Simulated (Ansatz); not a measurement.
## Where V_Li (site 1) puts its levels in the gap of Li5AuO4 (C2/m)

Charge states of V_Li (site 1) in Li5AuO4 (C2/m), set against the band edges. Model: a cell of 80 host atoms with 1 Li taken out.

Method: place-levels on PBEsol runs: charge-transition levels and formation energies with image-charge correction and potential alignment at the atomic sites, in Ansatz 0.2.0.

## (1) The structure

The cell holds 79 atoms: 39 Li, 8 Au and 32 O. Cell: a = 9.403 Å, b = 9.404 Å, c = 9.396 Å, α = 90.0°, β = 102.9°, γ = 90.0°. It derives from Li5AuO4 (space group C2/m). Nearest the centre at fractional (0.500, 0.283, 0.500): O34 at 1.93 Å, O55 at 1.93 Å, O20 at 1.95 Å, O76 at 1.95 Å, Li65 at 2.43 Å, Li26 at 2.43 Å, Li47 at 2.45 Å, Li66 at 2.45 Å.

As a file:

```xyz
79
Lattice="9.4027 0.0000 -0.0255 0.0000 9.4041 0.0000 -2.0756 0.0000 9.1636" Properties=species:S:1:pos:R:3 pbc="T T T"
Li   -0.5189    7.4521    2.2909
Li    1.8318    2.7501    2.2845
Li    0.0000    2.6571    0.0000
Li    2.3507    7.3591   -0.0064
Li    0.0000    6.7470    0.0000
Li    2.3507    2.0449   -0.0064
Li   -0.5189    1.9519    2.2909
Li    1.8318    6.6540    2.2845
Li    0.0000    0.0000    0.0000
Li    2.3507    4.7020   -0.0064
Au   -0.5189    4.7020    2.2909
Au    1.8318    0.0000    2.2845
O     0.9429    8.0179    1.1430
O     3.2936    3.3159    1.1366
O     0.3699    3.3159    3.4324
O     2.7206    8.0179    3.4260
O     0.9429    1.3861    1.1430
O     3.2936    6.0882    1.1366
O     0.3699    6.0882    3.4324
O     2.7206    1.3861    3.4260
Li   -1.5567    7.4521    6.8727
Li    0.7940    2.7501    6.8663
Li   -1.0378    2.6571    4.5818
Li    1.3129    7.3591    4.5754
Li   -1.0378    6.7470    4.5818
Li    1.3129    2.0449    4.5754
Li   -1.5567    1.9519    6.8727
Li    0.7940    6.6540    6.8663
Li   -1.0378    0.0000    4.5818
Li    1.3129    4.7020    4.5754
Au   -1.5567    4.7020    6.8727
Au    0.7940    0.0000    6.8663
O    -0.0949    8.0179    5.7248
O     2.2558    3.3159    5.7184
O    -0.6679    3.3159    8.0142
O     1.6828    8.0179    8.0078
O    -0.0949    1.3861    5.7248
O     2.2558    6.0882    5.7184
O    -0.6679    6.0882    8.0142
O     1.6828    1.3861    8.0078
Li    4.1824    7.4521    2.2782
Li    6.5331    2.7501    2.2718
Li    4.7013    2.6571   -0.0127
Li    7.0520    7.3591   -0.0191
Li    4.7013    6.7470   -0.0127
Li    7.0520    2.0449   -0.0191
Li    4.1824    1.9519    2.2782
Li    6.5331    6.6540    2.2718
Li    4.7013    0.0000   -0.0127
Li    7.0520    4.7020   -0.0191
Au    4.1824    4.7020    2.2782
Au    6.5331    0.0000    2.2718
O     5.6443    8.0179    1.1303
O     7.9950    3.3159    1.1239
O     5.0713    3.3159    3.4197
O     7.4219    8.0179    3.4133
O     5.6443    1.3861    1.1303
O     7.9950    6.0882    1.1239
O     5.0713    6.0882    3.4197
O     7.4219    1.3861    3.4133
Li    3.1446    7.4521    6.8599
Li    5.4953    2.7501    6.8536
Li    6.0142    7.3591    4.5627
Li    3.6635    6.7470    4.5691
Li    6.0142    2.0449    4.5627
Li    3.1446    1.9519    6.8599
Li    5.4953    6.6540    6.8536
Li    3.6635    0.0000    4.5691
Li    6.0142    4.7020    4.5627
Au    3.1446    4.7020    6.8599
Au    5.4953    0.0000    6.8536
O     4.6065    8.0179    5.7121
O     6.9572    3.3159    5.7057
O     4.0334    3.3159    8.0015
O     6.3841    8.0179    7.9951
O     4.6065    1.3861    5.7121
O     6.9572    6.0882    5.7057
O     4.0334    6.0882    8.0015
O     6.3841    1.3861    7.9951
```

Screening for the image-charge correction: ε∞ = principal values (3.02, 4.18, 4.33), ε0 = principal values (5.41, 8.74, 10.09), from a response run on this crystal (DFPT, PBEsol) at that run's own cell.

The cell's shortest repeat is 9.4 Å.

## (2) Charge states

A transition level is the Fermi level at which two charge states cost the same, so each charge needs its own total energy, at its own relaxed structure.

Random displacements of about 0.05 Å break the site symmetry at the start, so that the relaxation can reach a distorted minimum if there is one. Forces are taken at one point at (¼, ¼, ¼). The cell holds 1 electron more than the neutral one, with a uniform background that keeps it neutral on the whole.

The sampling was tested on the host first: at the k-points planned (1x1x1 shifted 0.25 0.25 0.25) its energy lies 0.000 eV an atom from the dense-mesh value, under the bound of 0.02 eV set for this test; that bounds the host's error, not the defect's.

One of the inputs; charge, spin and start change from state to state.

qm1.relax/input.yaml reads:

```yaml
crystal:
  lattice:
    - [4.70134262, 0.0, -0.01274326]
    - [0.0, 9.40405317, 0.0]
    - [-1.03781253, 0.0, 4.58179354]
  atoms:
    - { symbol: Li, position: [0.0, 0.7924353, 0.5] }
    - { symbol: Li, position: [0.5, 0.2924353, 0.5] }
    - { symbol: Li, position: [0.0, 0.28254642, 0.0] }
    - { symbol: Li, position: [0.5, 0.78254642, 0.0] }
    - { symbol: Li, position: [0.0, 0.71745358, 0.0] }
    - { symbol: Li, position: [0.5, 0.21745358, 0.0] }
    - { symbol: Li, position: [0.0, 0.2075647, 0.5] }
    - { symbol: Li, position: [0.5, 0.7075647, 0.5] }
    - { symbol: Li, position: [0.0, 0.0, 0.0] }
    - { symbol: Li, position: [0.5, 0.5, 0.0] }
    - { symbol: Au, position: [0.0, 0.5, 0.5] }
    - { symbol: Au, position: [0.5, 0.0, 0.5] }
    - { symbol: O, position: [0.25579724, 0.85260183, 0.25018147] }
    - { symbol: O, position: [0.75579724, 0.35260183, 0.25018147] }
    - { symbol: O, position: [0.24420276, 0.35260183, 0.74981853] }
    - { symbol: O, position: [0.74420276, 0.85260183, 0.74981853] }
    - { symbol: O, position: [0.25579724, 0.14739817, 0.25018147] }
    - { symbol: O, position: [0.75579724, 0.64739817, 0.25018147] }
    - { symbol: O, position: [0.24420276, 0.64739817, 0.74981853] }
    - { symbol: O, position: [0.74420276, 0.14739817, 0.74981853] }
  supercell: [2, 1, 2]
  defects: [{ vacancy: 62 }]
total_charge: -1
basis:
  ecutwfc: 420
  xc_grid: 2
hamiltonian:
  xc: pbesol
kpoints:
  mp_grid: { grid: [1, 1, 1], shift: [0.25, 0.25, 0.25] }
scf:
  occupations: { method: fixed }
  max_iter: 100
output:
  forces: true
  charged_corrections:
    epsilon: [[3.54, 0.0, 0.64], [0.0, 4.18, 0.0], [0.64, 0.0, 3.81]]
    static_epsilon: [[7.29, 0.0, 2.29], [0.0, 8.74, 0.0], [2.29, 0.0, 8.21]]
relax:
  f_tol: 0.02
  max_steps: 80
  random_displacement: { amplitude: 0.05, seed: 3118 }
checkpoint:
  write: "../qm1.relax.run"
  compress: false
  write_wavefunctions: true
  write_every: 100000
```

Command:

```bash
> ansatz run input.yaml --threads 4 --pin off --max-ram 7536MiB --backend cpu --events-out ev --progress --plain --runs-dir out
```

The relaxed structure is kept and the sampling changed to a 2×2×2 shifted mesh.

The run of this state that the levels use, under PBEsol:

qm1.point/input.yaml reads:

```yaml
crystal:
  checkpoint: "../qm1.relax.run"
  host: checkpoint
total_charge: -1
basis:
  ecutwfc: 420
  xc_grid: 2
hamiltonian:
  xc: pbesol
kpoints:
  mp_grid: { grid: [2, 2, 2], shift: [0.5, 0.5, 0.5] }
scf:
  occupations: { method: fermi_dirac, width: 0.01 }
  max_iter: 100
output:
  forces: true
  eigenvalues: true
  charged_corrections:
    epsilon: [[3.54, 0.0, 0.64], [0.0, 4.18, 0.0], [0.64, 0.0, 3.81]]
    static_epsilon: [[7.29, 0.0, 2.29], [0.0, 8.74, 0.0], [2.29, 0.0, 8.21]]
    defect_position: [0.5, 0.282546, 0.5]
  eigenstates: { localisation: true }
  populations: true
  band_densities: [{ bands: [v1, v1] }, { bands: [c1, c1] }]
  write_density: true
  write_potential: true
  volumetric_format: npy
  elf: true
checkpoint:
  read: "../qm1.relax.run"
  write: "../qm1.point.run"
  compress: false
  write_wavefunctions: false
  write_every: 100000
```

Relaxations under PBEsol at one point at (¼, ¼, ¼); times on 4 threads of Arm Neoverse V1, shared host:

```
charge  moment (μB)  occupations        outcome  steps  largest displacement against the far atoms (Å)     time
    −1            0        fixed      converged      5                                            0.23     63 s
     0            1        fixed      converged      5                                            0.22  3.4 min
    +1            0        fixed  not converged      -                                               -     65 s
    +1            0  fermi-dirac      converged      5                                            0.21     86 s
    +1            2        fixed      converged      5                                            0.21  3.6 min
```

Single points under PBEsol at a 2×2×2 shifted mesh; times on 4 threads of Arm Neoverse V1, shared host:

```
charge  moment (μB)  occupations    outcome     time
    −1            0  fermi-dirac  converged     96 s
     0            1  fermi-dirac  converged  4.3 min
    +1            0  fermi-dirac  converged    2 min
    +1            2  fermi-dirac  converged  4.5 min
```

Distances (Å) from the ideal centre to the nearest atoms after relaxation with PBEsol:

```
charge  moment (μB)      1.      2.      3.      4.       5.       6.
    −1            0  O 2.01  O 2.01  O 2.16  O 2.16  Li 2.25  Li 2.26
     0            1  O 2.01  O 2.02  O 2.14  O 2.15  Li 2.27  Li 2.27
    +1            0  O 2.02  O 2.02  O 2.14  O 2.14  Li 2.27  Li 2.27
    +1            2  O 2.03  O 2.03  O 2.14  O 2.14  Li 2.27  Li 2.27
```

## (3) Placing the levels, PBEsol

A charged cell interacts with its images and the background, and its potential has another zero than the host's. place-levels removes the first by a point-charge model, screened by the static dielectric constant since the ions have relaxed around the charge, and the second by comparing potentials at atoms far from the defect.

The host is a run of the defect-free crystal in the same cutoffs, grids and k-points, so that basis and sampling errors cancel in part in the differences. Its band edges come from a run of the primitive cell that searches the zone for them. The host is run in a cell of 20 atoms on a matching mesh. Chemical potentials are energies per atom of Li (bcc), run with the same functional and cutoff.

levels.point.yaml reads:

```yaml
host:
  run: host.point.run
  levels_from: { run: edges.point.run }
states: [qm1.point.run, q0_M1.point.run, qp1.point.run, qp1_M2.point.run]
geometry_from:
  qm1.point.run: qm1.relax.run
  q0_M1.point.run: q0_M1.relax.run
  qp1.point.run: qp1.relax_smeared.run
  qp1_M2.point.run: qp1_M2.relax.run
  host.point.run: host.relax.run
chemical_potentials:
  Li:
    energy: -202.99658
    dataset: "<sha256 of the dataset>"
epsilon:
  - [3.54, 0.0, 0.64]
  - [0.0, 4.18, 0.0]
  - [0.64, 0.0, 3.81]
static_epsilon:
  - [7.29, 0.0, 2.29]
  - [0.0, 8.74, 0.0]
  - [2.29, 0.0, 8.21]
vertical:
  - { from: qm1.point.run, to: qm1.point_neutral.run }
  - { from: qp1.point.run, to: qp1.point_neutral.run }
  - { from: qp1_M2.point.run, to: qp1_M2.point_neutral.run }
```

Command:

```bash
> ansatz place-levels levels.point.yaml -- --threads 4 --pin off --max-ram 7536MiB
```

Numbers of over 12 decimals in the logs are rounded to 6 here.

The log of the run:

```text
[... repeated set-up lines and file paths are left out, and long positions are rounded to six places ...]
(+1/0) 0.000 eV above the valence edge (-0.298 eV without the band-filling correction), 2.050 eV under the conduction edge
(0/-1) 0.158 eV above the valence edge, 1.891 eV under the conduction edge
formation energy of charge +1: +3.842 eV with the Fermi level at the valence edge
formation energy of charge 0: +3.842 eV with the Fermi level at the valence edge
formation energy of charge -1: +4.000 eV with the Fermi level at the valence edge
vertical -1 to 0: no energy, since no alignment is typed
  the change from vertical[0].from (qm1.point.run) to vertical[0].to (qm1.point_neutral.run): by its potential at epsilon [[3.54, 0, 0.64], [0, 4.18, 0], [0.64, 0, 3.81]] it stands at 0.499 0.298 0.504, with an rms radius of about 6.4 Å (3.0 3.8 4.3 Å across [...]
vertical +1 to 0: no energy, since no alignment is typed
  the change from vertical[1].from (qp1.point.run) to vertical[1].to (qp1.point_neutral.run): by its potential at epsilon [[3.54, 0, 0.64], [0, 4.18, 0], [0.64, 0, 3.81]] it is spread over the cell along a vector, with an rms radius of about 7.1 Å (3.8 4.1 [...]
vertical +1 to 0: no energy, since no alignment is typed
  the change from vertical[2].from (qp1_M2.point.run) to vertical[2].to (qp1_M2.point_neutral.run): by its potential at epsilon [[3.54, 0, 0.64], [0, 4.18, 0], [0.64, 0, 3.81]] it stands at 0.500 0.189 0.563, with an rms radius of about 6.5 Å (3.2 3.6 4.4 Å [...]
  edges by pbesol of host.levels_from (edges.point.run), its mesh sampled to repeats of 28.19 Å (the valence edge +0.066 eV and the conduction edge -0.123 eV from those of the host's own run), gap 2.050 eV; the host is sampled to repeats of 23.43 Å
  the defect's cells are sampled to repeats of 23.43 Å, like sampling
  charge +1: -129966.0140 eV with its correction of +0.039 eV, at epsilon [[7.29, 0, 2.29], [0, 8.74, 0], [2.29, 0, 8.21]], aligned at sites: -0.2437 eV, mean over 43 atomic sites at or beyond 4.70 Å from the defect at [0.5000, 0.2825, 0.5000], with +0.000000 [...]
  states[2] (qp1.point.run): levels filled in part (TS 0.014 eV): its energy is of no whole electron's
  charge 0: +0.000 eV for its dipole among its images, +0.000 omitted
  states[1] (q0_M1.point.run): levels filled in part (TS 0.007 eV): its energy is of no whole electron's
  charge -1: -129955.1118 eV with its correction of +0.339 eV, at epsilon [[7.29, 0, 2.29], [0, 8.74, 0], [2.29, 0, 8.21]], aligned at sites: -0.0564 eV, mean over 43 atomic sites at or beyond 4.70 Å from the defect at [0.5000, 0.2825, 0.5000], with +0.000000 [...]
  charge +1: states[3] (qp1_M2.point.run) stands 0.025 eV higher, with a moment of 2.00 μB against 0.00
  states[3] (qp1_M2.point.run): levels filled in part (TS 0.006 eV): its energy is of no whole electron's
  of states[2] (qp1.point.run): it parts from the run at its places by a charge that spreads by about 4.4 Å along one vector (1.6 Å or more is wide), by its potential at epsilon [[3.54, 0, 0.64], [0, 4.18, 0], [0.64, 0, 3.81]], taken for that of held ions [...]
  of states[1] (q0_M1.point.run): its displacements don't fall off away from the defect: farther atoms stand 0.016 Å off the host's places. [...]
  of states[0] (qm1.point.run): it parts from the run at its places by a charge that spreads by about 4.3 Å along one vector (1.6 Å or more is wide), by its potential at epsilon [[3.54, 0, 0.64], [0, 4.18, 0], [0.64, 0, 3.81]], taken for that of held ions [...]
  of states[3] (qp1_M2.point.run): it parts from the run at its places by a charge that spreads by about 4.4 Å along one vector (1.6 Å or more is wide), by its potential at epsilon [[3.54, 0, 0.64], [0, 4.18, 0], [0.64, 0, 3.81]], taken for that of held ions [...]
  of vertical[0].from (qm1.point.run): its displacements don't fall off away from the defect: farther atoms stand 0.016 Å off the host's places. [...]
  vertical[0].to (qm1.point_neutral.run): levels filled in part (TS 0.007 eV): its energy is of no whole electron's
  of vertical[0].to (qm1.point_neutral.run): its displacements don't fall off away from the defect: farther atoms stand 0.016 Å off the host's places. [...]
  vertical[1].from (qp1.point.run): levels filled in part (TS 0.014 eV): its energy is of no whole electron's
  of vertical[1].from (qp1.point.run): its displacements don't fall off away from the defect: farther atoms stand 0.022 Å off the host's places. [...]
  vertical[1].to (qp1.point_neutral.run): levels filled in part (TS 0.008 eV): its energy is of no whole electron's
  of vertical[1].to (qp1.point_neutral.run): its displacements don't fall off away from the defect: farther atoms stand 0.022 Å off the host's places. [...]
  vertical[2].from (qp1_M2.point.run): levels filled in part (TS 0.006 eV): its energy is of no whole electron's
  of vertical[2].from (qp1_M2.point.run): its displacements don't fall off away from the defect: farther atoms stand 0.024 Å off the host's places. [...]
  vertical[2].to (qp1_M2.point_neutral.run): levels filled in part (TS 0.008 eV): its energy is of no whole electron's
  of vertical[2].to (qp1_M2.point_neutral.run): its displacements don't fall off away from the defect: farther atoms stand 0.024 Å off the host's places. [...]
```

It took 0.5 s on 4 threads of Arm Neoverse V1, shared host.

Levels between the charges placed, in eV above the valence top:

```
        gap (eV)  (+1/0)  (0/−1)
PBEsol      2.05    0.00    0.16
```

Corrections by state:

```
charge  moment (μB)  image terms and alignment (eV)  band filling (eV)                                ε used  over the lowest of its charge, as the program ranks them, band filling apart (eV)
    +1          0.0                           0.039             -0.298  principal values (5.41, 8.74, 10.09)                                                                              0.000
     0          1.0                           0.000                  -                                     -                                                                              0.000
    −1          0.0                           0.339                  -  principal values (5.41, 8.74, 10.09)                                                                              0.000
    +1          2.0                           0.047                  -  principal values (5.41, 8.74, 10.09)                                                                              0.025
```

The charged structures listed were also run neutral, and place-levels reads from each pair, by the potential or the spins, how wide the charge is by which they differ; that can be the carrier of either run.

```
charge  rms radius (Å)  spread where it is widest against the cell (Å)  wide from (Å)  reading
    +1             7.1                                            4.42           1.59     wide
    −1             6.4                                            4.30           1.59     wide
```

The neutral runs of these pairs need not share the spin of the lowest neutral state, and very wide values only mean spread over the cell.

From the program's caveats on the states, each cut to its opening words:

- charge +1, +1 (2 μB): it parts from the run at its places by a charge that spreads by about 4.4 Å along one vector (1.6 Å or more is wide), by its potential at epsilon [[3.54, 0, [...]
- charge +1: a band-filling correction moves a carrier to the host's band edge, which changes its energy by -0.298 eV
- charge +1: its displacements don't fall off away from the defect: farther atoms stand 0.022 Å off the host's places
- charge 0 (1 μB), −1: its displacements don't fall off away from the defect: farther atoms stand 0.016 Å off the host's places
- charge 0 (1 μB): its moments are held at its close (magnetization.spin_locking), by a field of 0.013 eV a Bohr magneton, and its energy and levels are of the state that this [...]
- charge −1: it parts from the run at its places by a charge that spreads by about 4.3 Å along one vector (1.6 Å or more is wide), by its potential at epsilon [[3.54, 0, [...]
- charge −1: its alignment with the host at atomic sites is doubtful: the mean over the far sites moves by -0.0620 eV from their farther parts to their nearer, more than [...]
- charge +1 (2 μB): its displacements don't fall off away from the defect: farther atoms stand 0.024 Å off the host's places
- charge +1 (2 μB): its moments are held at its close (magnetization.spin_locking), by a field of 0.015 eV a Bohr magneton, and its energy and levels are of the state that this [...]

Chemical potentials of the elements' reference phases, run alike. Formation energies (elemental references), with the Fermi level at the valence top and at the conduction bottom (gap 2.05 eV):

```
charge  at valence top (eV)  at conduction bottom (eV)  correction included (eV)
    +1                 3.84                       5.89                     -0.26
     0                 3.84                       3.84                      0.00
    −1                 4.00                       1.95                      0.34
```

| Fermi level (eV) | lowest formation energy (eV) |
| --- | --- |
| 0.00 | 3.84 |
| 0.19 | 3.81 |
| 0.37 | 3.63 |
| 0.56 | 3.44 |
| 0.74 | 3.26 |
| 0.93 | 3.07 |
| 1.12 | 2.88 |
| 1.30 | 2.69 |
| 1.49 | 2.51 |
| 1.68 | 2.32 |
| 1.86 | 2.14 |
| 2.05 | 1.95 |

## (4) Results

```yaml
gap_of_the_host: 2.05 eV (PBEsol)
level_plus_1_over_0: 0.00 eV above the valence top (-0.30 eV above the valence top without the band-filling term)
level_0_minus_1: 0.16 eV above the valence top
lowest_of_the_charges_placed_just_above_the_valence_top_0p02_ev: 0
lowest_of_the_charges_placed_just_below_the_conduction_bottom_0p02_ev: −1
lowest_formation_energy_at_mid_gap_of_the_charges_run_elemental_references: 2.97 eV
```

What this shows: Of the charges placed (−1, 0 and +1), the lowest changes at 0.16 eV (0/−1) above the valence top, in a gap of 2.05 eV. (0/−1) lies nearer to a band edge than the share of the finite-size correction in it (0.34 eV), and that correction holds for a localised charge alone. Charges below −1 were not placed, so these runs say nothing of levels that involve them. States placed: +1 at 0 μB and 2 μB; 0 at 1 μB; −1 at 0 μB. Other spin states or structures, where not listed, weren't placed. The program finds carriers beyond a band edge of the host and adds a band-filling term at charge +1 (-0.30 eV); steps to such a charge show no bound level, and a defect level inside a band would be read the same way. The program doubts the alignment of potentials for at least one state, a sign that the cell is small. Limits: PBEsol makes the gap too small and tends to spread out bound carriers; where a gas molecule sets a chemical potential or the host's formation energy, its binding is uncorrected; spin–orbit coupling, which can matter with heavy atoms, is left out.

[Logs are printed without paths, hosts, clocks, repeated set-up lines and the standing remarks that a program may print on its own settings, such as how far it seeks lower states.]

[Hosts, paths, dates, database ids (printed as entryN), source tags and the programs' standing remarks are cut or masked in the printed files.]

[Where a table of states has a column of steps, it counts the stored structures, which are thinned; the runs took as many ionic steps or more.]

[A defect's name tells the site on which it was built; relaxed atoms can leave that site.]

[For some hosts the program warned that the k-mesh of the response run may be too coarse for force constants and the static dielectric constant; such warnings are not shown here.]
